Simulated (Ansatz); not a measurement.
# KTaSe3 (model cell, started as cubic perovskite with Ta in the octahedra): a soft mode frozen in, part 2 of 2

Which phase does KTaSe3 (model cell, started as cubic perovskite with Ta in the octahedra) fall into along its unstable mode, and how much energy does it gain?

Ansatz 0.2.0; DFT LDA, scalar-relativistic, plane waves, PAW.

So far, highest frequency on the path or at a solved wavevector (cm⁻¹): step 2 (the dispersion) 304. Also lowest frequency on the path (cm⁻¹): step 2 -50.9.

The structure was built from a prototype and need not be the compound's stable phase.

**5. Energy along the mode, all amplitudes (two of the runs are shown above)**

An imaginary frequency means negative curvature, so the energy should fall and then rise again as anharmonic terms take over.

Numbers from this step:

| Item | Value |
| --- | --- |
| depth at the lowest point sampled | 0.069 meV/atom |
| largest atomic shift at that point | 0.08 Å |

Energy from the parent against largest atomic shift:

| largest atomic shift (Å) | energy from the parent (meV/atom) |
| --- | --- |
| 0.000 | 0 |
| 0.040 | -0.023 |
| 0.080 | -0.069 |
| 0.140 | -0.026 |
| 0.220 | 0.975 |
| 0.320 | 6.52 |

Displacement at unit largest shift by atom:

| atom | x (Å) | y (Å) | z (Å) | size |
| --- | --- | --- | --- | --- |
| K1 | 0.00 | 0.00 | 0.00 | 0.00 |
| K2 | 0.00 | 0.00 | 0.00 | 0.00 |
| Ta3 | -1.00 | 0.00 | 0.00 | 1.00 |
| Ta4 | 1.00 | 0.00 | 0.00 | 1.00 |
| Se5 | 0.00 | 0.00 | 0.00 | 0.00 |
| Se6 | 0.00 | 0.00 | 0.00 | 0.00 |
| Se7 | 0.00 | 0.00 | 0.00 | 0.00 |
| Se8 | 0.00 | 0.00 | 0.00 | 0.00 |
| Se9 | -0.49 | 0.00 | 0.00 | 0.49 |
| Se10 | 0.49 | 0.00 | 0.00 | 0.49 |

The lowest of the steps tried is at 0.08 Å, 0.069 meV/atom below the parent; the bottom of the well need not coincide with a step.

**6. Relaxation from the frozen mode**

Starting from the lowest point found, all atoms and the cell are let go, so that strain and other modes of the same symmetry can join in.

Contents of input.yaml:

```yaml
crystal:
  lattice:
    - [-4.9979636076, 0.0, 0.0]
    - [0.0, -4.9979636076, -4.9979636076]
    - [0.0, -4.9979636076, 4.9979636076]
  atoms:
    - { symbol: K, position: [0.0, 1.0, 0.0] }
    - { symbol: K, position: [0.0, 0.5, 0.5] }
    - { symbol: Ta, position: [0.5160065191, 0.0, 0.5] }
    - { symbol: Ta, position: [0.4839934809, 0.5, 0.0] }
    - { symbol: Se, position: [0.5, 0.75, 0.75] }
    - { symbol: Se, position: [0.5, 0.25, 0.25] }
    - { symbol: Se, position: [0.5, 0.25, 0.75] }
    - { symbol: Se, position: [0.5, 0.75, 0.25] }
    - { symbol: Se, position: [0.0078184874, 0.0, 0.5] }
    - { symbol: Se, position: [-0.0078184874, 0.5, 0.0] }
kpoints:
  mp_grid: { grid: [6, 4, 4] }
hamiltonian:
  xc: lda
scf:
  occupations: { method: methfessel_paxton, width: 0.15 }
output:
  forces: true
  stress: true
  eigenvalues: true
relax:
  adjacent_minimum: "off"
  f_tol: 0.002
  max_steps: 120
  cell: { stress_tol: 0.03 }
```

On the command line:

```sh
$ ansatz run input.yaml --threads 8 --pin off --max-ram 14336MiB --backend cpu --events-out ev --progress --plain --runs-dir out
```

Numbers of over 12 decimals in the logs are rounded to 6 here.

The log of the run:

```text
[...]
Crystal: 10 atoms, lattice volume = 249.695 Å³
Basis set: ecut = 420 eV, 4933 PW (Γ)
Bands: 84, of which v1, the nominal top of the filled ones, is band 70 counted from 1 (69 counted from 0)
Symmetry: 16 space group operations
[...]
k-points: 24 of 96
[...]
SCF iter   1: F=—  HF=-54665.083434 eV  |F-HF|=—  |Δ(HF+E_count)|=         —  Δρ=5.37e-3  dr2=6.52e-2  ethr=1.77e-3  ⟨swp⟩=6.2  Hψ=7042  notcnv=0
[...]
SCF iter   6: F=-54665.073710 eV  HF=-54665.073710 eV  |F-HF|=6.00e-8  |Δ(HF+E_count)|=   9.60e-7  S|Δr|=    0.00e0  Δρ=4.97e-6  dr2=8.10e-8  ethr=7.14e-11  ⟨swp⟩=8.2  Hψ=10937  notcnv=0
SCF 1 converged in 6 iterations: F = -54665.073710 eV  dr2 = 8.10e-8
[...]
relax step   1: F+E_penalty+E_count = -54665.07370985 eV  Δ(F+E_penalty+E_count) = +0.000e0 eV  max|allowed force component| = 3.089e-2 eV/Å  Δτ_max = 0.0000 Å  P = +0.035 GPa  Ω = 249.695 Å³  (6 SCF iters, dr2 threshold 1.00e-7 eV, accepted)
Crystal: 10 atoms, lattice volume = 249.813 Å³
[...]
SCF iter   5: F=-54665.073781 eV  HF=-54665.073781 eV  |F-HF|=9.93e-9  |Δ(HF+E_count)|=   4.47e-8  S|Δr|=    0.00e0  Δρ=2.38e-6  dr2=1.60e-8  ethr=4.26e-11  ⟨swp⟩=5.1  Hψ=7483  notcnv=0
SCF 2 converged in 5 iterations: F = -54665.073781 eV  dr2 = 1.60e-8
relax step   2: F+E_penalty+E_count = -54665.07378125 eV  Δ(F+E_penalty+E_count) = -7.140e-5 eV  max|allowed force component| = 4.390e-2 eV/Å  Δτ_max = 0.0082 Å  P = -0.019 GPa  Ω = 249.813 Å³  energy of the carried Pulay correction = -1.853e-5 eV  (5 SCF iters, dr2 threshold 5.97e-8 eV, accepted)
Crystal: 10 atoms, lattice volume = 249.787 Å³
[...]
SCF iter   4: F=-54665.073885 eV  HF=-54665.073885 eV  |F-HF|=1.75e-9  |Δ(HF+E_count)|=   4.13e-7  S|Δr|=    0.00e0  Δρ=3.92e-6  dr2=1.89e-8  ethr=8.60e-11  ⟨swp⟩=3.1  Hψ=8382  notcnv=0
SCF 3 converged in 4 iterations: F = -54665.073885 eV  dr2 = 1.89e-8
relax step   3: F+E_penalty+E_count = -54665.07388485 eV  Δ(F+E_penalty+E_count) = -1.036e-4 eV  max|allowed force component| = 1.244e-2 eV/Å  Δτ_max = 0.0035 Å  P = -0.003 GPa  Ω = 249.787 Å³  energy of the carried Pulay correction = -1.447e-5 eV  (4 SCF iters, dr2 threshold 1.20e-7 eV, accepted)
[... from here on, the SCF cycles and remarks between the steps are left out ...]
relax step   4: F+E_penalty+E_count = -54665.07389960 eV  Δ(F+E_penalty+E_count) = -1.475e-5 eV  max|allowed force component| = 1.089e-2 eV/Å  Δτ_max = 0.0005 Å  P = -0.001 GPa  Ω = 249.784 Å³  energy of the carried Pulay correction = -1.399e-5 eV  (4 SCF iters, dr2 threshold 9.68e-9 eV, accepted)
relax step   5: F+E_penalty+E_count = -54665.07394878 eV  Δ(F+E_penalty+E_count) = -4.918e-5 eV  max|allowed force component| = 8.212e-3 eV/Å  Δτ_max = 0.0035 Å  P = +0.003 GPa  Ω = 249.777 Å³  energy of the carried Pulay correction = -1.285e-5 eV  (5 SCF iters, dr2 threshold 7.41e-9 eV, accepted)
relax step   6: F+E_penalty+E_count = -54665.07403622 eV  Δ(F+E_penalty+E_count) = -8.744e-5 eV  max|allowed force component| = 6.143e-3 eV/Å  Δτ_max = 0.0084 Å  P = +0.009 GPa  Ω = 249.765 Å³  energy of the carried Pulay correction = -1.095e-5 eV  (6 SCF iters, dr2 threshold 4.21e-9 eV, accepted)
relax step   7: F+E_penalty+E_count = -54665.07434365 eV  Δ(F+E_penalty+E_count) = -3.074e-4 eV  max|allowed force component| = 3.505e-3 eV/Å  Δτ_max = 0.0241 Å  P = +0.009 GPa  Ω = 249.754 Å³  energy of the carried Pulay correction = -9.230e-6 eV  (7 SCF iters, dr2 threshold 6.75e-9 eV, accepted)
relax step   8: F+E_penalty+E_count = -54665.07438603 eV  Δ(F+E_penalty+E_count) = -4.237e-5 eV  max|allowed force component| = 2.318e-3 eV/Å  Δτ_max = 0.0083 Å  P = +0.001 GPa  Ω = 249.778 Å³  energy of the carried Pulay correction = -1.295e-5 eV  (6 SCF iters, dr2 threshold 7.68e-10 eV, accepted)
relax step   9: F+E_penalty+E_count = -54665.07438160 eV  Δ(F+E_penalty+E_count) = +4.425e-6 eV  max|allowed force component| = 1.451e-2 eV/Å  Δτ_max = 0.0064 Å  P = +0.007 GPa  Ω = 249.772 Å³  energy of the carried Pulay correction = -1.203e-5 eV  (6 SCF iters, dr2 threshold 3.36e-10 eV, rejected (line search))
relax step  10: F+E_penalty+E_count = -54665.07439457 eV  Δ(F+E_penalty+E_count) = -8.539e-6 eV  max|allowed force component| = 1.040e-3 eV/Å  Δτ_max = 0.0032 Å  P = +0.000 GPa  Ω = 249.779 Å³  energy of the carried Pulay correction = -1.325e-5 eV  (7 SCF iters, accepted)
relax step  11: F+E_penalty+E_count = -54665.07439855 eV  Δ(F+E_penalty+E_count) = -3.986e-6 eV  max|allowed force component| = 7.242e-4 eV/Å  Δτ_max = 0.0038 Å  P = +0.001 GPa  Ω = 249.774 Å³  energy of the carried Pulay correction = -1.235e-5 eV  (7 SCF iters, accepted)
[...]
SCF iter   4: F=-54665.074426 eV  HF=-54665.074426 eV  |F-HF|=4.37e-11  |Δ(HF+E_count)|=   1.27e-9  S|Δr|=    0.00e0  Δρ=1.02e-7  dr2=2.73e-11  ethr=1.00e-12  ⟨swp⟩=3.2  Hψ=9086  notcnv=0
SCF 12 converged in 4 iterations: F = -54665.074426 eV  dr2 = 2.73e-11
relax step  12: F+E_penalty+E_count = -54665.07442626 eV  Δ(F+E_penalty+E_count) = -2.771e-5 eV  max|allowed force component| = 7.192e-4 eV/Å  Δτ_max = 0.0000 Å  P = +0.002 GPa  Ω = 249.774 Å³  stress off target by 1.88e-3 GPa  SCF on the basis re-selected at this cell (its energy is not comparable with the rows above)  (4 SCF iters)
basis re-selected at this cell: Δ(F+E_penalty+E_count) = -2.771e-5 eV, ΔP = +0.000 GPa vs the last step (what re-selecting the basis moved, of the pressure what is left beyond the Pulay correction that the steps carried, after the strain that the cell walked since its last selection, with what the two solves' SCF thresholds leave and, on support functions, any second-order correction that the steps lacked; it is no m [...]
SCF converged after 4 iterations
[...]
Free energy (F): -54665.074426 eV
[...]
Internal energy: -54665.080398 eV  (E = F + TS)
E sigma→0 (E₀):  -54665.075919 eV
Entropy (-TS):   0.005972 eV (0.597 meV/atom)
Fermi energy:    8.564417 eV
[...]
--- Forces (eV/Å), atoms counted from 1 ---
  atom   1  K      0.00000000     0.00000000    -0.00000000
  atom   2  K     -0.00000000    -0.00000000     0.00000000
  atom   3  Ta    -0.00028293    -0.00000000     0.00000000
  atom   4  Ta     0.00028293     0.00000000    -0.00000000
  atom   5  Se     0.00000000     0.00000000     0.00000000
  atom   6  Se    -0.00000000     0.00000000    -0.00000000
  atom   7  Se    -0.00000000     0.00000000    -0.00000000
  atom   8  Se    -0.00000000     0.00000000    -0.00000000
  atom   9  Se     0.00071919     0.00000000    -0.00000000
  atom  10  Se    -0.00071919    -0.00000000     0.00000000
  max |Σ_I F_I| component: 5.42e-19 eV/Å
--- Stress (GPa, compression-positive) ---
        0.000884       0.000000      -0.000000
        0.000000       0.001878      -0.000000
       -0.000000      -0.000000       0.001878
  P = ⅓ Tr σ = 0.0015 GPa (0.015 kbar)
--- Band table (eV; the first three rows and the last of 24) ---
  k-point 0: bands = [... 66 lower, 7.6699, 7.7265, 7.7265, 7.9952, 7.9952, 8.0373, 8.7400, 9.9960, ... 10 higher]
  k-point 1: bands = [... 66 lower, 7.1794, 7.2038, 7.5436, 8.3632, 8.5731, 8.6726, 8.6889, 10.1943, ... 10 higher]
  k-point 2: bands = [... 66 lower, 6.7488, 6.7488, 7.7472, 7.7472, 9.4918, 9.4918, 9.5434, 9.5434, ... 10 higher]
  k-point 23: bands = [... 66 lower, 6.4468, 6.4468, 8.7019, 8.7019, 10.4522, 10.4522, 10.4694, 10.4694, ... 10 higher]
--- Relaxed structure (11 steps of the walk, 10 accepted, 1 SCFs on fresh bases) ---
  F+E_penalty+E_count = -54665.07442626 eV   max|allowed force component| = 7.192e-4 eV/Å   (the final SCF, on the basis selected at the relaxed cell)
  cell:  # Å, volume = 249.7737 Å³
    - [-5.010782, 0, 0]
    - [0, -4.992356, -4.992356]
    - [0, -4.992356, 4.992356]
  atoms:
    - { symbol: K, position: [1.2636101721758486e-19, 1.0, 0.0] }
    - { symbol: K, position: [1.263610172175849e-19, 0.5, 0.5] }
    - { symbol: Ta, position: [0.527168, 0.0, 0.5] }
    - { symbol: Ta, position: [0.472832, 0.5, 0.0] }
    - { symbol: Se, position: [0.5, 0.750000, 0.750000] }
    - { symbol: Se, position: [0.5, 0.25, 0.25] }
    - { symbol: Se, position: [0.5, 0.250000, 0.75] }
    - { symbol: Se, position: [0.5, 0.75, 0.250000] }
    - { symbol: Se, position: [0.013835, 0.0, 0.5] }
    - { symbol: Se, position: [-0.013835, 0.5, 0.0] }
```

Wall time 74 s (8 threads of Intel Xeon Platinum 8375C at 2.90GHz (Ice Lake), shared host); peak memory 1.4 GiB; 8.6 min of CPU time.

Relaxation path:

| step | energy less that of the first step (eV) | largest force component (eV/Å) | pressure (GPa) | volume (Å³) |
| --- | --- | --- | --- | --- |
| 1 | 0.0000 | 0.0309 | 0.03 | 249.69 |
| 2 | -0.0001 | 0.0439 | -0.02 | 249.81 |
| 3 | -0.0002 | 0.0124 | 0.00 | 249.79 |
| 4 | -0.0002 | 0.0109 | 0.00 | 249.78 |
| 5 | -0.0002 | 0.0082 | 0.00 | 249.78 |
| 6 | -0.0003 | 0.0061 | 0.01 | 249.76 |
| 7 | -0.0006 | 0.0035 | 0.01 | 249.75 |
| 8 | -0.0007 | 0.0023 | 0.00 | 249.78 |
| 9 | -0.0007 | 0.0145 | 0.01 | 249.77 |
| 10 | -0.0007 | 0.0010 | 0.00 | 249.78 |
| 11 | -0.0007 | 0.0007 | 0.00 | 249.77 |
| 12* | -0.0007 | 0.0007 | 0.00 | 249.77 |

Relaxation steps marked * repeat the geometry before them on a plane-wave basis chosen anew for their cell, so energy and pressure can jump there. Relaxation step 9 was tried and not accepted.

Forces are held to the 16 operations that the run works with; a distortion that breaks them can't arise in this run.

| cell as run | before | after | change |
| --- | --- | --- | --- |
| a (Å) | 4.998 | 5.011 | +0.3 % |
| b (Å) | 7.068 | 7.060 | -0.1 % |
| c (Å) | 7.068 | 7.060 | -0.1 % |
| volume (Å³/atom) | 24.97 | 24.98 | +0.0 % |

The atoms that moved most (Å, as changes of fractional coordinates times the final cell):

| atom | dx | dy | dz | length |
| --- | --- | --- | --- | --- |
| Ta4 | 0.056 | 0.000 | 0.000 | 0.056 |
| Ta3 | -0.056 | 0.000 | 0.000 | 0.056 |
| Se10 | 0.030 | 0.000 | 0.000 | 0.030 |
| Se9 | -0.030 | 0.000 | 0.000 | 0.030 |

This step gave:

- pressure: 0.001546 GPa
- volume per atom: 24.98 Å³

The distorted start has space group P4/nmm; the relaxation ends in P4/nmm.

**7. Modes of the new phase, k-mesh 6×4×4**

A relaxed structure may still be a saddle point, so its zone-centre modes are computed. No field response is asked, since the mesh shows no gap.

Contents of input.yaml:

```yaml
crystal:
  lattice:
    - [-5.0107817533, 0.0, 0.0]
    - [0.0, -4.9923564849, -4.9923564849]
    - [0.0, -4.9923564849, 4.9923564849]
  atoms:
    - { symbol: K, position: [0.0, 1.0, 0.0] }
    - { symbol: K, position: [0.0, 0.5, 0.5] }
    - { symbol: Ta, position: [0.5271682849, 0.0, 0.5] }
    - { symbol: Ta, position: [0.4728317151, 0.5, 0.0] }
    - { symbol: Se, position: [0.5, 0.75, 0.75] }
    - { symbol: Se, position: [0.5, 0.25, 0.25] }
    - { symbol: Se, position: [0.5, 0.25, 0.75] }
    - { symbol: Se, position: [0.5, 0.75, 0.25] }
    - { symbol: Se, position: [0.0138353719, 0.0, 0.5] }
    - { symbol: Se, position: [-0.0138353719, 0.5, 0.0] }
kpoints:
  mp_grid: { grid: [6, 4, 4] }
hamiltonian:
  xc: lda
scf:
  occupations: { method: methfessel_paxton, width: 0.15 }
output:
  eigenvalues: true
phonons:
  method: dfpt
```

The log of the run:

```text
[...]
Crystal: 10 atoms, lattice volume = 249.774 Å³
Basis set: ecut = 420 eV, 4933 PW (Γ), exchange–correlation on 72×96×96 points (8 copies of the dense FFT grid, shifted against one another)
Bands: 84, of which v1, the nominal top of the filled ones, is band 70 counted from 1 (69 counted from 0)
Symmetry: 16 space group operations
k-points: 52 of 96 (irreducible under 1 space group operation, time reversal used)
[...]
SCF iter   1: F=—  HF=-54665.083902 eV  |F-HF|=—  |Δ(HF+E_count)|=         —  Δρ=5.33e-3  dr2=6.28e-2  ethr=1.77e-3  ⟨swp⟩=6.2  Hψ=15543  notcnv=0  defer=2
[...]
SCF iter   9: F=-54665.074432 eV  HF=-54665.074432 eV  |F-HF|=7.28e-12  |Δ(HF+E_count)|=    0.00e0  S|Δr|=    0.00e0  Δρ=5.21e-8  dr2=3.35e-12  ethr=1.00e-12  ⟨swp⟩=10.8  Hψ=23368  notcnv=0
SCF 1 converged in 9 iterations: F = -54665.074432 eV  dr2 = 3.35e-12
[...]
DFPT response loops at Γ: preconditioner auto → Kerker (q_TF=auto, 2.477 Å⁻¹) (partly filled bands, converged f_vac=0.044); β = 1.00, the filter's whole step (`scf.mixing.beta` (0.50) is not read by the response loops under this deck's `scf.mixing.preconditioner`; to damp them name `kerker` or `kerker_dos`, under which they read `scf.mixing.beta`, and type it under 1.00, their step now; both keys bind the ground state too); Broyden in place of MSR1
SCF converged after 9 iterations
[...]
Free energy (F): -54665.074432 eV
[...]
Internal energy: -54665.080404 eV  (E = F + TS)
E sigma→0 (E₀):  -54665.075925 eV
Entropy (-TS):   0.005972 eV (0.597 meV/atom)
Fermi energy:    8.564418 eV
[...]
--- Band table (eV; the first three rows and the last of 52) ---
  k-point 0: bands = [... 66 lower, 7.6699, 7.7265, 7.7265, 7.9952, 7.9952, 8.0373, 8.7400, 9.9960, ... 10 higher]
  k-point 1: bands = [... 66 lower, 7.1794, 7.2038, 7.5436, 8.3632, 8.5731, 8.6726, 8.6889, 10.1943, ... 10 higher]
  k-point 2: bands = [... 66 lower, 6.7488, 6.7488, 7.7472, 7.7472, 9.4918, 9.4918, 9.5434, 9.5434, ... 10 higher]
  k-point 51: bands = [... 66 lower, 6.4468, 6.4468, 8.7019, 8.7019, 10.4522, 10.4522, 10.4694, 10.4694, ... 10 higher]
--- Phonons (Γ-DFPT): 9 representative perturbations + reference, on 52 of 96 k-points (Σ response iterations 33) ---
  k mesh reduced under 1 symmetry operation, with k and −k counted as one. Each operation leaves every solved perturbation unchanged. A smaller set is not used because it would not reduce the number of displacements times k-points to solve
  ASR residual: 6.978e-5 → 0.000e0 eV/Å²; symmetrization residual: 2.020e-5 eV/Å²
  ASR residual per site (eV/Å²): 4.14e-5 4.14e-5 1.53e-5 1.53e-5 4.39e-5 4.39e-5 4.39e-5 4.39e-5 6.98e-5 6.98e-5
  Γ frequencies (cm⁻¹): -46.21 0.00 0.00 0.00 26.45 45.47 45.47 59.61 61.87 63.99 63.99 64.78 64.78 70.73 80.61 81.71 81.71 83.41 87.65 87.65 90.23 90.23 130.38 150.95 150.95 229.75 229.75 231.61 238.87 286.85
  non-analytic LO–TO correction: not included (Born effective charges unavailable; polar crystals: no LO–TO splitting at Γ)
```

It took 3.5 min on 8 threads; peak memory 3.7 GiB.

Numbers from this step:

| Property | Result |
| --- | --- |
| sum-rule residual before enforcement | 6.98e-5 eV/Å² |
| point group | 4/mmm |
| highest optical mode at the zone centre (no LO-TO term) | 286.9 cm⁻¹ |
| lowest optical zone-centre mode | -46.21 cm⁻¹ |

Patterns of degenerate modes are one choice out of their space. The modes at Γ (shares of kinetic energy by element, %) (negative means imaginary):

| mode | frequency (cm⁻¹) | symmetry | K % | Ta % | Se % |
| --- | --- | --- | --- | --- | --- |
| 1 | -46.2 | A1u | 0 | 0 | 100 |
| 2 | 0.0 | acoustic | 9 | 40 | 52 |
| 3 | 0.0 | acoustic | 9 | 40 | 52 |
| 4 | 0.0 | acoustic | 9 | 40 | 52 |
| 5 | 26.4 | A1g | 0 | 89 | 11 |
| 6 | 45.5 | Eu | 19 | 40 | 41 |
| 7 | 45.5 | Eu | 19 | 40 | 41 |
| 8 | 59.6 | A2u | 44 | 38 | 18 |
| 9 | 61.9 | B1u | 0 | 0 | 100 |
| 10 | 64.0 | Eg | 64 | 5 | 31 |
| 11 | 64.0 | Eg | 64 | 5 | 31 |
| 12 | 64.8 | Eu | 8 | 7 | 86 |
| 13 | 64.8 | Eu | 8 | 7 | 86 |
| 14 | 70.7 | B1g | 100 | 0 | 0 |
| 15 | 80.6 | B1u | 0 | 0 | 100 |
| 16 | 81.7 | Eu | 64 | 4 | 32 |
| 17 | 81.7 | Eu | 64 | 4 | 32 |
| 18 | 83.4 | A2u | 47 | 11 | 42 |
| 19 | 87.7 | Eu | 1 | 1 | 98 |
| 20 | 87.7 | Eu | 1 | 1 | 98 |
| 21 | 90.2 | Eg | 33 | 0 | 67 |
| 22 | 90.2 | Eg | 33 | 0 | 67 |
| 23 | 130.4 | B2u | 0 | 0 | 100 |
| 24 | 150.9 | Eg | 3 | 95 | 2 |
| 25 | 150.9 | Eg | 3 | 95 | 2 |
| 26 | 229.8 | Eu | 0 | 9 | 91 |
| 27 | 229.8 | Eu | 0 | 9 | 91 |
| 28 | 231.6 | A1g | 0 | 11 | 89 |
| 29 | 238.9 | A2u | 0 | 11 | 89 |
| 30 | 286.9 | A2u | 0 | 0 | 100 |

Displacements in mode 1 (-46.2 cm⁻¹), the largest set to 1:
```
K1   0.00  0.00  0.00
K2   0.00  0.00  0.00
Ta3  0.00  0.00  0.00
Ta4  0.00  0.00  0.00
Se5  0.00  1.00  0.00
Se6  0.00 -1.00  0.00
Se7  0.00  0.00  1.00
Se8  0.00  0.00 -1.00
Se9  0.00  0.00  0.00
Se10 0.00  0.00  0.00
```

Displacements in mode 19 (87.7 cm⁻¹), the largest set to 1:
```
K1   0.00 -0.16 -0.08
K2   0.00 -0.16 -0.08
Ta3  0.00 -0.07 -0.03
Ta4  0.00 -0.07 -0.03
Se5 -0.47  0.09  0.03
Se6  0.47  0.09  0.03
Se7  1.00  0.06  0.04
Se8 -1.00  0.06  0.04
Se9  0.00  0.08  0.04
Se10 0.00  0.08  0.04
```

Before it was imposed, the acoustic sum rule was missed by 7.0e-5 eV/Å². Small misses are needed for a sound result but don't prove that mesh and cutoff are converged. The lowest optical mode is imaginary, 46.2i cm⁻¹, so the energy falls along it.

**8. The phases reached**

The phases reached along the modes that were followed are set side by side.

Energies are those of the first relaxation, on the mesh of the frozen mode; space group, volume and gap are those of the last relaxation. Phases, by row:

| mode frozen in | space group | energy from parent (meV/atom) | volume (Å³/atom) | gap on mesh (eV) | lowest zone-centre optical mode (cm⁻¹) | largest shift (Å) |
| --- | --- | --- | --- | --- | --- | --- |
| parent | Pm-3m | 0 | 24.97 | 0 | – | – |
| q = (-0.5, -0.5, -0.5), 51i cm⁻¹ | I4/mcm | -37.62 | 23.6 | 0 | -97.4 | 0.747 |
| q = (-0.5, -0.5, -0.5), 51i cm⁻¹ | R-3c | -16.24 | 24.37 | 0 | -47.6 | 0.432 |
| q = (-0.5, -0.5, -0.5), 51i cm⁻¹ | Imma | -22.97 | 24.24 | 0 | -38.7 | 0.547 |
| q = (0, -0.5, -0.5), 49i cm⁻¹ | P4/mbm | -31.84 | 23.82 | 0 | -65.5 | 0.687 |
| q = (0, -0.5, -0.5), 20i cm⁻¹ | P4/nmm | -0.15 | 24.98 | 0 | -46.2 | 0.136 |

**9. Summary of results**

| Property | Result |
| --- | --- |
| unstable mode of the parent | q = (0, -0.5, -0.5), 20i cm⁻¹ |
| depth at the lowest point sampled | 0.069 meV/atom |
| largest atomic shift at that point | 0.08 Å |
| space group reached (within 0.01 Å) | P4/nmm |
| energy gained over the parent (first relaxation, on the mesh of the frozen mode) | 0.153 meV/atom |
| volume per atom, phase reached | 25.0 Å³ |
| lowest optical zone-centre mode, phase reached | -46.2 cm⁻¹ |
| highest optical mode at the zone centre (no LO-TO term), phase reached | 287 cm⁻¹ |

Along this mode the structure falls into P4/nmm, 0.153 meV/atom below the parent. At the parent's cell the well is 0.069 meV/atom deep on the steps tried, with its lowest point at a shift of 0.08 Å. Relaxing atoms and cell changes the gain by +0.08 meV/atom against the lowest step (energies at zero smearing). The new phase still has an imaginary mode at the zone centre of its cell, so it is a saddle point on the way to a lower structure. How so shallow a well moves with the k mesh was not tested. Of the 5 patterns followed to their end from this parent, this one ends 37.5 meV/atom above the lowest, I4/mcm. Each path keeps the symmetry of its pattern, so a lower phase may lie along a pattern not tried. With no gap, or one that is small against the smearing, the frequencies hang on the k mesh and the smearing, most of all near Kohn anomalies. Spin-orbit coupling is left out, which can matter for the heavy elements here. The starting cell was built on a prototype and not taken from a measurement, so the phase need not exist.

[Logs are printed without paths, hosts, clocks, repeated set-up lines and the standing remarks that a program may print on its own settings, such as how far it seeks lower states.]

[Hosts, paths, dates, database ids (printed as entryN), source tags and the programs' standing remarks are cut or masked in the printed files.]
